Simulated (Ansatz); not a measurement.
# ScBiO3 (C2/c): a many-body input that goes wrong, and its mend

A first try at the G0W0 gap of ScBiO3 (C2/c), what the program said, and an input that works.

Main program and level: Ansatz 0.2.0; G0W0 on LDA, plane waves, PAW; PAW set soft_1.

### 1. Starting point

The structure is monoclinic, space group C2/c (No. 15). The conventional cell has a = 9.981 Å, b = 5.894 Å, c = 10.143 Å, α = 90.00°, β = 108.92°, γ = 90.00°. Nearest to Sc lie 6 O at 2.10 to 2.16 Å. Nearest to Sc lie 6 O at 2.08 to 2.19 Å. Nearest to Bi lie 4 O at 2.17 to 2.58 Å. O has 2 Sc at 2.10 to 2.19 Å and 1 Bi at 2.17 Å nearest. O has 2 Sc at 2.14 Å and 2 Bi at 2.20 to 2.58 Å nearest. Nearest to O lie 2 Sc at 2.08 to 2.16 Å and 1 Bi at 2.20 Å. Farther neighbours and most contacts between anions are not listed.

The cell is the Materials Project's (PBE, PBE+U or r2SCAN) relaxed one; the ions were relaxed with LDA. Spin-orbit coupling is left out unless a step names it.

### 2. First try

File input.yaml:

```yaml
crystal:
  lattice:
    - [4.990429, -2.946812, 0.0]
    - [4.990429, 2.946812, 0.0]
    - [-3.288007, 0.0, 9.594851]
  atoms:
    - { symbol: Sc, position: [0.5, 0.0, 0.0] }
    - { symbol: Sc, position: [0.7467744295, 0.2532255705, 0.75] }
    - { symbol: Sc, position: [0.0, 0.5, 0.5] }
    - { symbol: Sc, position: [0.2532255705, 0.7467744295, 0.25] }
    - { symbol: Bi, position: [0.3068079702, 0.9668261159, 0.6377382856] }
    - { symbol: Bi, position: [0.9668261159, 0.3068079702, 0.1377382856] }
    - { symbol: Bi, position: [0.6931920298, 0.0331738841, 0.3622617144] }
    - { symbol: Bi, position: [0.0331738841, 0.6931920298, 0.8622617144] }
    - { symbol: O, position: [0.1733092497, 0.1188896856, 0.8377623058] }
    - { symbol: O, position: [0.7310255316, 0.1042719339, 0.9161184122] }
    - { symbol: O, position: [0.6309143319, 0.687847841, 0.3621311594] }
    - { symbol: O, position: [0.8811103144, 0.8266907503, 0.6622376942] }
    - { symbol: O, position: [0.312152159, 0.3690856681, 0.1378688406] }
    - { symbol: O, position: [0.3690856681, 0.312152159, 0.6378688406] }
    - { symbol: O, position: [0.1042719339, 0.7310255316, 0.4161184122] }
    - { symbol: O, position: [0.8957280661, 0.2689744684, 0.5838815878] }
    - { symbol: O, position: [0.8266907503, 0.8811103144, 0.1622376942] }
    - { symbol: O, position: [0.687847841, 0.6309143319, 0.8621311594] }
    - { symbol: O, position: [0.2689744684, 0.8957280661, 0.0838815878] }
    - { symbol: O, position: [0.1188896856, 0.1733092497, 0.3377623058] }
kpoints:
  mp_grid: { grid: [2, 2, 2] }
hamiltonian:
  xc: lda
  pseudopotentials: { kind: paw, azcp: { folder: soft_1 }, xc_functional: pbe }
scf:
  occupations: { method: fixed }
gw:
  n_empty_bands: 4
  ecut_chi: 40
  qp_bands: [v4, c4]
  qp_kpoints: band_edges
  screening: { model: contour_deformation }
```

On the command line:

```
> ansatz run input.yaml --threads 24 --pin off --max-ram 82944MiB --backend cuda --events-out ev --progress --plain --runs-dir out --devices 1 --max-vram 78GiB
```

Numbers of over 12 decimals in the logs are rounded to 6 here.

Log:

```text
GPUs: using 1 of 1 available (devices: 1).
Engine: ansatz 0.2.0, aarch64-unknown-linux-gnu
Pseudopotentials: kind: paw
Pseudopotential: Sc, paw, valence charge 11, recommended cutoff 420 eV (normal), soft_1/Sc.paw.azcp
Pseudopotential: Bi, paw, valence charge 15, recommended cutoff 420 eV (normal), soft_1/Bi.paw.azcp
Pseudopotential: O, paw, valence charge 6, recommended cutoff 420 eV (normal), soft_1/O.paw.azcp
Functional definition: SPW92
  exchange = slater_x
  correlation = pw_c
[...]
Crystal: 20 atoms, lattice volume = 282.201 Å³
Basis set: ecut = 420 eV, 5505 PW (Γ)
Bands: 108, of which v1, the nominal top of the filled ones, is band 88 counted from 1 (87 counted from 0)
Symmetry: 4 space group operations
Space group: C2/c (ITA 15), of the structure as read, at distance tolerance 6.6e-5 Å
k-points: 6 of 8
Non-local potential: Sc, projectors of the file, l = 0: 3, l = 1: 2, l = 2: 3, l = 3: 1
Non-local potential: Bi, projectors of the file, l = 0: 2, l = 1: 2, l = 2: 2, l = 3: 1
Non-local potential: O, projectors of the file, l = 0: 2, l = 1: 2, l = 2: 1
PAW form: soft (Blöchl's): semilocal exchange-correlation on the pseudo side does not see the compensation charge
PAW frozen core: Sc, regenerated for the run's functional, and the local potential with it (the file was generated under x = pbe(κ = 0.804, μ = 0.219515), c = pbe(β = 0.066725))
PAW frozen core: Bi, regenerated for the run's functional, and the local potential with it (the file was generated under x = pbe(κ = 0.804, μ = 0.219515), c = pbe(β = 0.066725))
PAW frozen core: O, regenerated for the run's functional, and the local potential with it (the file was generated under x = pbe(κ = 0.804, μ = 0.219515), c = pbe(β = 0.066725))
PAW one-centre angular grid: Sc, 590 points (default); XC on 64 Gauss nodes
PAW one-centre angular grid: Bi, 590 points (default); XC on 64 Gauss nodes
PAW one-centre angular grid: O, 110 points (default); XC on 64 Gauss nodes
Initial density: superposition of atomic densities (chi_scale 0.1, normalization cell, long waves kept (reshape's long-wave potential 0.01 eV rms))
Initial wavefunctions: pseudopotential atomic-orbital guess
[...]
Functional: x = slater, c = lda
SCF iter   1: F=—  HF=-63391.736301 eV  |F-HF|=—  |Δ(HF+E_count)|=         —  Δρ=5.23e-2  dr2=1.14e1  ethr=3.10e-3  ⟨swp⟩=4.0  Hψ=2214  notcnv=0  defer=79
preconditioner: auto → Resta (q_TF=auto, 2.522 Å⁻¹)  ε∞=3.9  [insulator: Δε(μ)=2.698 eV  Ē_g=16.770 eV  n_scr=76 (ndim 8)  ℏωp=28.7 eV  f_vac=0.000  ε∞_Penn≈3.9]
SCF iter   2: F=—  HF=-63389.063877 eV  |F-HF|=—  |Δ(HF+E_count)|=    2.67e0  Δρ=2.71e-2  dr2=2.66e0  ethr=3.10e-3  ⟨swp⟩=2.5  Hψ=1289  notcnv=0  defer=99
SCF iter   3: F=—  HF=-63388.561044 eV  |F-HF|=—  |Δ(HF+E_count)|=   5.03e-1  Δρ=1.74e-2  dr2=6.27e-1  ethr=1.51e-3  ⟨swp⟩=3.2  Hψ=904  notcnv=0  defer=101
SCF iter   4: F=—  HF=-63388.425278 eV  |F-HF|=—  |Δ(HF+E_count)|=   1.36e-1  Δρ=4.31e-3  dr2=7.28e-2  ethr=3.56e-4  ⟨swp⟩=2.0  Hψ=985  notcnv=0  defer=101
SCF iter   5: F=—  HF=-63388.412048 eV  |F-HF|=—  |Δ(HF+E_count)|=   1.32e-2  Δρ=1.15e-3  dr2=4.78e-3  ethr=4.14e-5  ⟨swp⟩=2.5  Hψ=819  notcnv=0  defer=108
SCF iter   6: F=—  HF=-63388.413093 eV  |F-HF|=—  |Δ(HF+E_count)|=   1.05e-3  Δρ=1.24e-3  dr2=3.84e-3  ethr=2.72e-6  ⟨swp⟩=2.0  Hψ=868  notcnv=0  defer=108
[...]
SCF iter   9: F=—  HF=-63388.412476 eV  |F-HF|=—  |Δ(HF+E_count)|=   2.37e-6  Δρ=1.29e-5  dr2=6.35e-7  ethr=3.31e-9  ⟨swp⟩=2.0  Hψ=786  notcnv=0  defer=93
SCF iter  10: F=—  HF=-63388.412476 eV  |F-HF|=—  |Δ(HF+E_count)|=   3.53e-9  Δρ=8.13e-6  dr2=1.76e-7  ethr=5.68e-11  ⟨swp⟩=10.3  Hψ=2659  notcnv=0
SCF iter  11: F=-63388.412476 eV  HF=-63388.412476 eV  |F-HF|=4.65e-8  |Δ(HF+E_count)|=   1.74e-8  Δρ=4.70e-6  dr2=5.86e-8  ethr=5.68e-11  ⟨swp⟩=2.7  Hψ=1329  notcnv=0
SCF 1 converged in 11 iterations: F = -63388.412476 eV  dr2 = 5.86e-8
[...]
NSCF: frozen V_eff on 6 k-points
[...]
SCF converged after 11 iterations
[...]
--- G₀W₀: contour deformation, 5 samples at zero and on the imaginary axis and 1 off it, 8 q-points, 4 empty bands' worth ---
  eigenvalues of the whole cell's RPA ε∞ on this k-mesh (on a slab, of 1 + 4πα/V) = 2.6929, 3.0111, 3.4463; static W/v taken at q = 0 is 0.310761
  gw.qp_kpoints: band_edges: 6 of 6 stored k-points solved, in 1 pass; an edge of the gap read off the rows below is read off those points alone
  `?` marks the rows in doubt; gw_qp.tsv's column doubts and the gw_qp event give each row's grounds
    ik  band        ε_KS         Σx   Σc(E_QP)       V_xc       Z   E_QP_lin       E_QP  E_QP is
     0    85      8.1251   -25.0633     3.2053   -20.4973  0.7488     6.6818     6.7644  root
     0    86      8.1402   -25.6025     3.4875   -20.5756  0.7355     6.4813     6.6008  root ?
     0    87      8.1680   -25.2115     3.4538   -20.3444  0.7307     6.6536     6.7547  root ?
     0    88      8.1999   -24.4582     3.0458   -20.1286  0.7539     6.8444     6.9162  root
     0    89     12.0139   -10.5741    -1.8748   -15.3402  0.8490    15.2481    14.9053  root ?
     0    90     12.2775   -10.3942    -1.9102   -15.5889  0.8541    15.8882    15.5620  root ?
     0    91     12.6310   -10.1352    -3.2974   -18.0566  0.8464    18.2720    17.2549  root ?
     0    92     12.7099   -10.1143    -2.9521   -18.3110  0.8550    18.7047    17.9545  root ?
     1    85      8.1294   -25.1283     3.4653   -20.2579  0.7293     6.6236     6.7242  root ?
     1    86      8.1294   -25.1283     3.4653   -20.2579  0.7293     6.6236     6.7242  root ?
     1    87      8.3689   -24.9963     2.9815   -20.7671  0.7588     7.0587     7.1212  root
     1    88      8.3689   -24.9963     2.9815   -20.7671  0.7588     7.0587     7.1212  root
     1    89     12.6980   -10.7724    -2.7665   -17.4958  0.8416    17.3784    16.6549  root ?
     1    90     12.6980   -10.7724    -2.7665   -17.4958  0.8416    17.3784    16.6549  root ?
     1    91     12.8127   -10.5915    -2.7357   -17.6574  0.8492    17.8545    17.1428  root ?
     1    92     12.8127   -10.5915    -2.7357   -17.6574  0.8492    17.8545    17.1428  root ?
     2    85      8.0613   -24.3550     2.9903   -20.2338  0.7521     6.8754     6.9303  root
     2    86      8.1387   -23.8868     2.8398   -20.0105  0.7590     7.0586     7.1023  root
     2    87      8.3665   -24.1283     2.7739   -20.3895  0.7641     7.3666     7.4016  root
     2    88      8.4685   -24.3563     2.8787   -20.4215  0.7598     7.3685     7.4123  root
     2    89     11.9021    -9.7418    -2.1298   -14.7721  0.8409    15.1876    14.8026  root ?
     2    90     12.1528    -9.8237    -2.2467   -15.3586  0.8389    15.8440    15.4410  root ?
[...]
3    86      8.3353   -24.2006     2.8923   -20.2458  0.7580     7.2274     7.2728  root
     3    87      8.3659   -24.4523     2.8719   -20.4796  0.7617     7.2178     7.2651  root
     3    88      8.5148   -24.1378     2.7088   -20.5016  0.7690     7.5565     7.5874  root
[...]
4    86      8.2184   -23.9639     2.7864   -20.2139  0.7635     7.2192     7.2548  root
     4    87      8.2464   -25.3379     3.3792   -20.5313  0.7376     6.7207     6.8190  root
     4    88      8.3497   -24.0924     2.7700   -20.3799  0.7652     7.3743     7.4072  root
[...]
4    92     12.7608   -10.2699    -2.8054   -18.1821  0.8594    18.6090    17.8675  root ?
     5    85      8.0034   -24.2538     3.0841   -20.0638  0.7442     6.8431     6.8975  root
     5    86      8.0034   -24.2538     3.0841   -20.0638  0.7442     6.8431     6.8975  root
     5    87      8.3223   -24.3475     2.8905   -20.3872  0.7599     7.2069     7.2525  root
     5    88      8.3223   -24.3475     2.8905   -20.3872  0.7599     7.2069     7.2525  root
     5    89     11.8457   -10.3852    -1.9028   -14.9312  0.8337    14.7498    14.4888  root ?
     5    90     11.8457   -10.3852    -1.9028   -14.9312  0.8337    14.7498    14.4888  root ?
     5    91     12.3485   -10.2421    -2.2309   -15.9562  0.8477    16.2898    15.8317  root ?
     5    92     12.3485   -10.2421    -2.2309   -15.9562  0.8477    16.2898    15.8317  root ?
```

Run time: 2.5 s. Hardware: 1 × NVIDIA GB200 (shared by 2 runs) with 24 threads of Arm Neoverse V2, shared host; peak memory 1.4 GiB; 5.9 s of CPU time.

In the SCF lines HF is the Harris–Foulkes energy and dr2 the Hartree energy of the density residual, in eV; the loop may stop once dr2 is under the threshold and the program's other checks hold. Hψ counts applications of the Hamiltonian.

**What went wrong?**

The run ended normally, though the input holds a fault or crude settings.

The fault: four empty bands in G0W0. The sums over empty states are cut off almost at the gap, so screening and correlation are far from complete.

It printed a gap of 6.28 eV, which is an artefact of the settings.

### 3. A better input

Now the one-shot GW correction: screening in the RPA, then the self-energy of the levels asked for. This step takes PAW set soft_1 files.

input.yaml: that of step 2 with these lines changed.

```diff
@@ -27,3 +27,3 @@
 kpoints:
-  mp_grid: { grid: [2, 2, 2] }
+  mp_grid: { grid: [4, 4, 2] }
 hamiltonian:
@@ -34,4 +34,4 @@
 gw:
-  n_empty_bands: 4
-  ecut_chi: 40
+  n_empty_bands: 441
+  ecut_chi: 78
   qp_bands: [v4, c4]
```

Log:

```text
GPUs: using 1 of 1 available (devices: 1).
[...]
Crystal: 20 atoms, lattice volume = 282.201 Å³
Basis set: ecut = 420 eV, 5505 PW (Γ)
Bands: 108, of which v1, the nominal top of the filled ones, is band 88 counted from 1 (87 counted from 0)
Symmetry: 4 space group operations
[...]
k-points: 14 of 32
[...]
SCF iter   1: F=—  HF=-63391.903733 eV  |F-HF|=—  |Δ(HF+E_count)|=         —  Δρ=5.23e-2  dr2=1.13e1  ethr=3.10e-3  ⟨swp⟩=4.0  Hψ=5162  notcnv=0  defer=185
[...]
SCF iter   6: F=—  HF=-63388.594466 eV  |F-HF|=—  |Δ(HF+E_count)|=   1.01e-3  Δρ=1.29e-3  dr2=4.16e-3  ethr=2.79e-6  ⟨swp⟩=2.0  Hψ=2071  notcnv=0  defer=251
[...]
SCF iter   9: F=—  HF=-63388.593809 eV  |F-HF|=—  |Δ(HF+E_count)|=   2.19e-6  Δρ=1.50e-5  dr2=7.56e-7  ethr=3.06e-9  ⟨swp⟩=2.0  Hψ=1876  notcnv=0  defer=210
[...]
NSCF: frozen V_eff on 14 k-points
[...]
SCF converged after 11 iterations
[...]
6    92     12.7414   -10.9556    -4.8134   -17.3514  0.7760    14.3642    14.3237  root
     7    85      8.0792   -24.1243     4.0299   -20.0507  0.7422     8.0355     8.0355  root
     7    86      8.1292   -25.2036     4.7321   -20.4056  0.7293     8.0633     8.0634  root
     7    87      8.2475   -24.5657     4.2330   -20.2965  0.7404     8.2113     8.2113  root
     7    88      8.3018   -24.4491     3.9498   -20.4970  0.7458     8.2995     8.2995  root
     7    89     12.5275   -11.2771    -3.6689   -16.1248  0.7929    13.7236    13.7062  root
     7    90     12.5566   -11.0555    -3.7868   -16.0230  0.7950    13.7553    13.7373  root
     7    91     12.5641   -11.1089    -3.8377   -16.1717  0.7940    13.8081    13.7891  root
[...]
13    89     11.8425   -10.5198    -3.4152   -14.9342  0.8038    12.8522    12.8417  root
    13    90     11.8425   -10.5198    -3.4152   -14.9342  0.8038    12.8522    12.8417  root
    13    91     12.3455   -10.3407    -4.2708   -15.9572  0.7929    13.7153    13.6912  root
    13    92     12.3455   -10.3407    -4.2708   -15.9572  0.7929    13.7153    13.6912  root
```

The job ended after 18 s (1 × NVIDIA GB200 (shared by 2 runs) with 24 threads; peak memory 2.6 GiB).

This step gave:

```yaml
bands_summed: 529
rpa_eps_infinity_on_this_mesh_eigenvalues: 5.246, 5.607, 5.844
plane_waves_in_the_screening_matrix: 441
q_points_in_the_mesh: 32
g0w0_gap_on_the_mesh: 3.751 eV
k_of_the_valence_top: 0, -0.5, -0.5
k_of_the_conduction_bottom: -0.5, -0.5, 0
starting_gap_on_the_mesh: 2.832 eV
z_at_the_valence_top: 0.7514
z_at_the_conduction_bottom: 0.8069
least_direct_g0w0_gap_on_the_computed_points: 3.947 eV
```

The gap on the mesh goes from 2.83 eV to 3.75 eV, a correction of +0.92 eV. Between the two edge states, bare exchange in place of the xc potential would open the gap by 7.77 eV, and correlation takes back 6.85 eV.

### 4. Outcome

```json
{
 "first try": "converged after 2.5 s",
 "better run": "G0W0 gap on the mesh 3.75 eV (4×4×2 mesh, 441 empty bands, screening to 78 eV, PAW set soft_1 files)"
}
```

**Reading.** The second run differs in: mesh, empty bands and screening cutoff (eV). Bands and cutoff are finite, so the gap is not at the basis limit. The miss can reach some tenths of an eV and take either sign; the mesh is an error of its own. Where an edge is built on 6p states of lead, bismuth or thallium, scalar-relativistic gaps usually stand too wide, by a few tenths to over one eV. The many-body steps are scalar-relativistic: spin-orbit coupling is not in them.

[Paths, hosts, dates, memory and timing lines, banners, echoed tables and standing remarks are left out of the program output.]

[Logs are printed without paths, hosts, clocks, repeated set-up lines and the standing remarks that a program may print on its own settings, such as how far it seeks lower states.]

[Runs of the session that timed out or met a known fault of the program may be left out.]

[Cells called generated may have been cut or substituted from an entry of the Crystallography Open Database or the Materials Project.]

[Hosts, paths, dates, database ids (printed as entryN), source tags and the programs' standing remarks are cut or masked in the printed files.]
